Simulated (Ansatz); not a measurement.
## CH2 on Zr(0001), bridge start, 2x2 cell: photoemission fingerprints: cost of one run

Ansatz 0.2.0; DFT, PBE, plane-wave PAW, default files, scalar-relativistic. The cell holds 19 atoms.

Input file input.yaml:

```yaml
crystal:
  lattice:
    - [6.46, 0.0, 0.0]
    - [3.23, 5.5945241084, 0.0]
    - [0.0, 0.0, 24.825]
  atoms:
    - { symbol: H, position: [0.390115634, 0.0, 0.697885196] }
    - { symbol: H, position: [0.111939567, 0.0, 0.697885196] }
    - { symbol: C, position: [0.252236908, 0.0, 0.672910373] }
[... 10 atom lines left out ...]
    - { symbol: Zr, position: [0.0, 0.5, 0.406243706] }
    - { symbol: Zr, position: [0.5, 0.5, 0.406243706] }
    - { symbol: Zr, position: [0.833333333, 0.333333333, 0.302114804] }
    - { symbol: Zr, position: [0.333333333, 0.333333333, 0.302114804] }
    - { symbol: Zr, position: [0.833333333, 0.833333333, 0.302114804] }
    - { symbol: Zr, position: [0.333333333, 0.833333333, 0.302114804] }
kpoints:
  mp_grid: { grid: [6, 6, 1] }
scf:
  occupations: { method: fermi_dirac, width: 0.05 }
  n_extra_bands: 15
hamiltonian:
  xc: pbe
  pseudopotentials: { kind: paw }
output:
  forces: true
  write_potential: true
  volumetric_format: []
efield:
  axis: 3
  dipole_correction: true
relax:
  f_tol: 0.03
  max_steps: 45
  constraints: [{ sites: [11, 12, 13, 14, 15, 16, 17, 18] }]
```

On the command line:

```bash
$ ansatz run input.yaml --threads 8 --pin off --max-ram 20480MiB --backend cpu --events-out ev --progress --plain --runs-dir out
```

The cutoff in use is 420 eV. For reference, a run of the same kind (4 atoms, 37 k-points, 36 bands and 4,109 plane waves; 23 SCF cycles) took 14 s and 0.89 GiB on the same hardware.

Q: Estimate wall time and peak memory on 8 threads of Intel Xeon Platinum 8259CL at 2.50GHz (Skylake/Cascade Lake), shared host.

A cutoff of 420 eV is a sphere of radius 10.5 Å⁻¹, so a cell of 897 Å³ holds about V·G³/6π² = 17,534 plane waves. At two electrons a band, the 198 electrons need 99 bands, and 15 more are carried. Symmetry cuts the 6×6×1 mesh from 36 to 20 points. The run has 20 k-points, 114 bands and 17,531 plane waves. Taking the work of a cycle as k-points × spins × bands × plane waves, that is 7.3 times the reference, or 1.7 min at the reference's 23 cycles. The run needed 95 SCF cycles over 15 ionic steps, which makes it about 7 min. One copy of the wavefunctions takes 0.6 GiB at 16 bytes a coefficient, against 0.082 GiB in the reference; grids, projectors and work arrays come on top. Measured: about 5.6 min, with a peak of 4.4 GiB. The run was quicker than this simple count says.

[Logs are printed without paths, hosts, clocks, repeated set-up lines and the standing remarks that a program may print on its own settings, such as how far it seeks lower states.]

[Hosts, paths, dates, database ids (printed as entryN), source tags and the programs' standing remarks are cut or masked in the printed files.]

[Maps of the electrostatic potential energy from Ansatz leave out the sawtooth potential of an applied field or a dipole correction, so their vacuum need not be flat; work functions include it.]
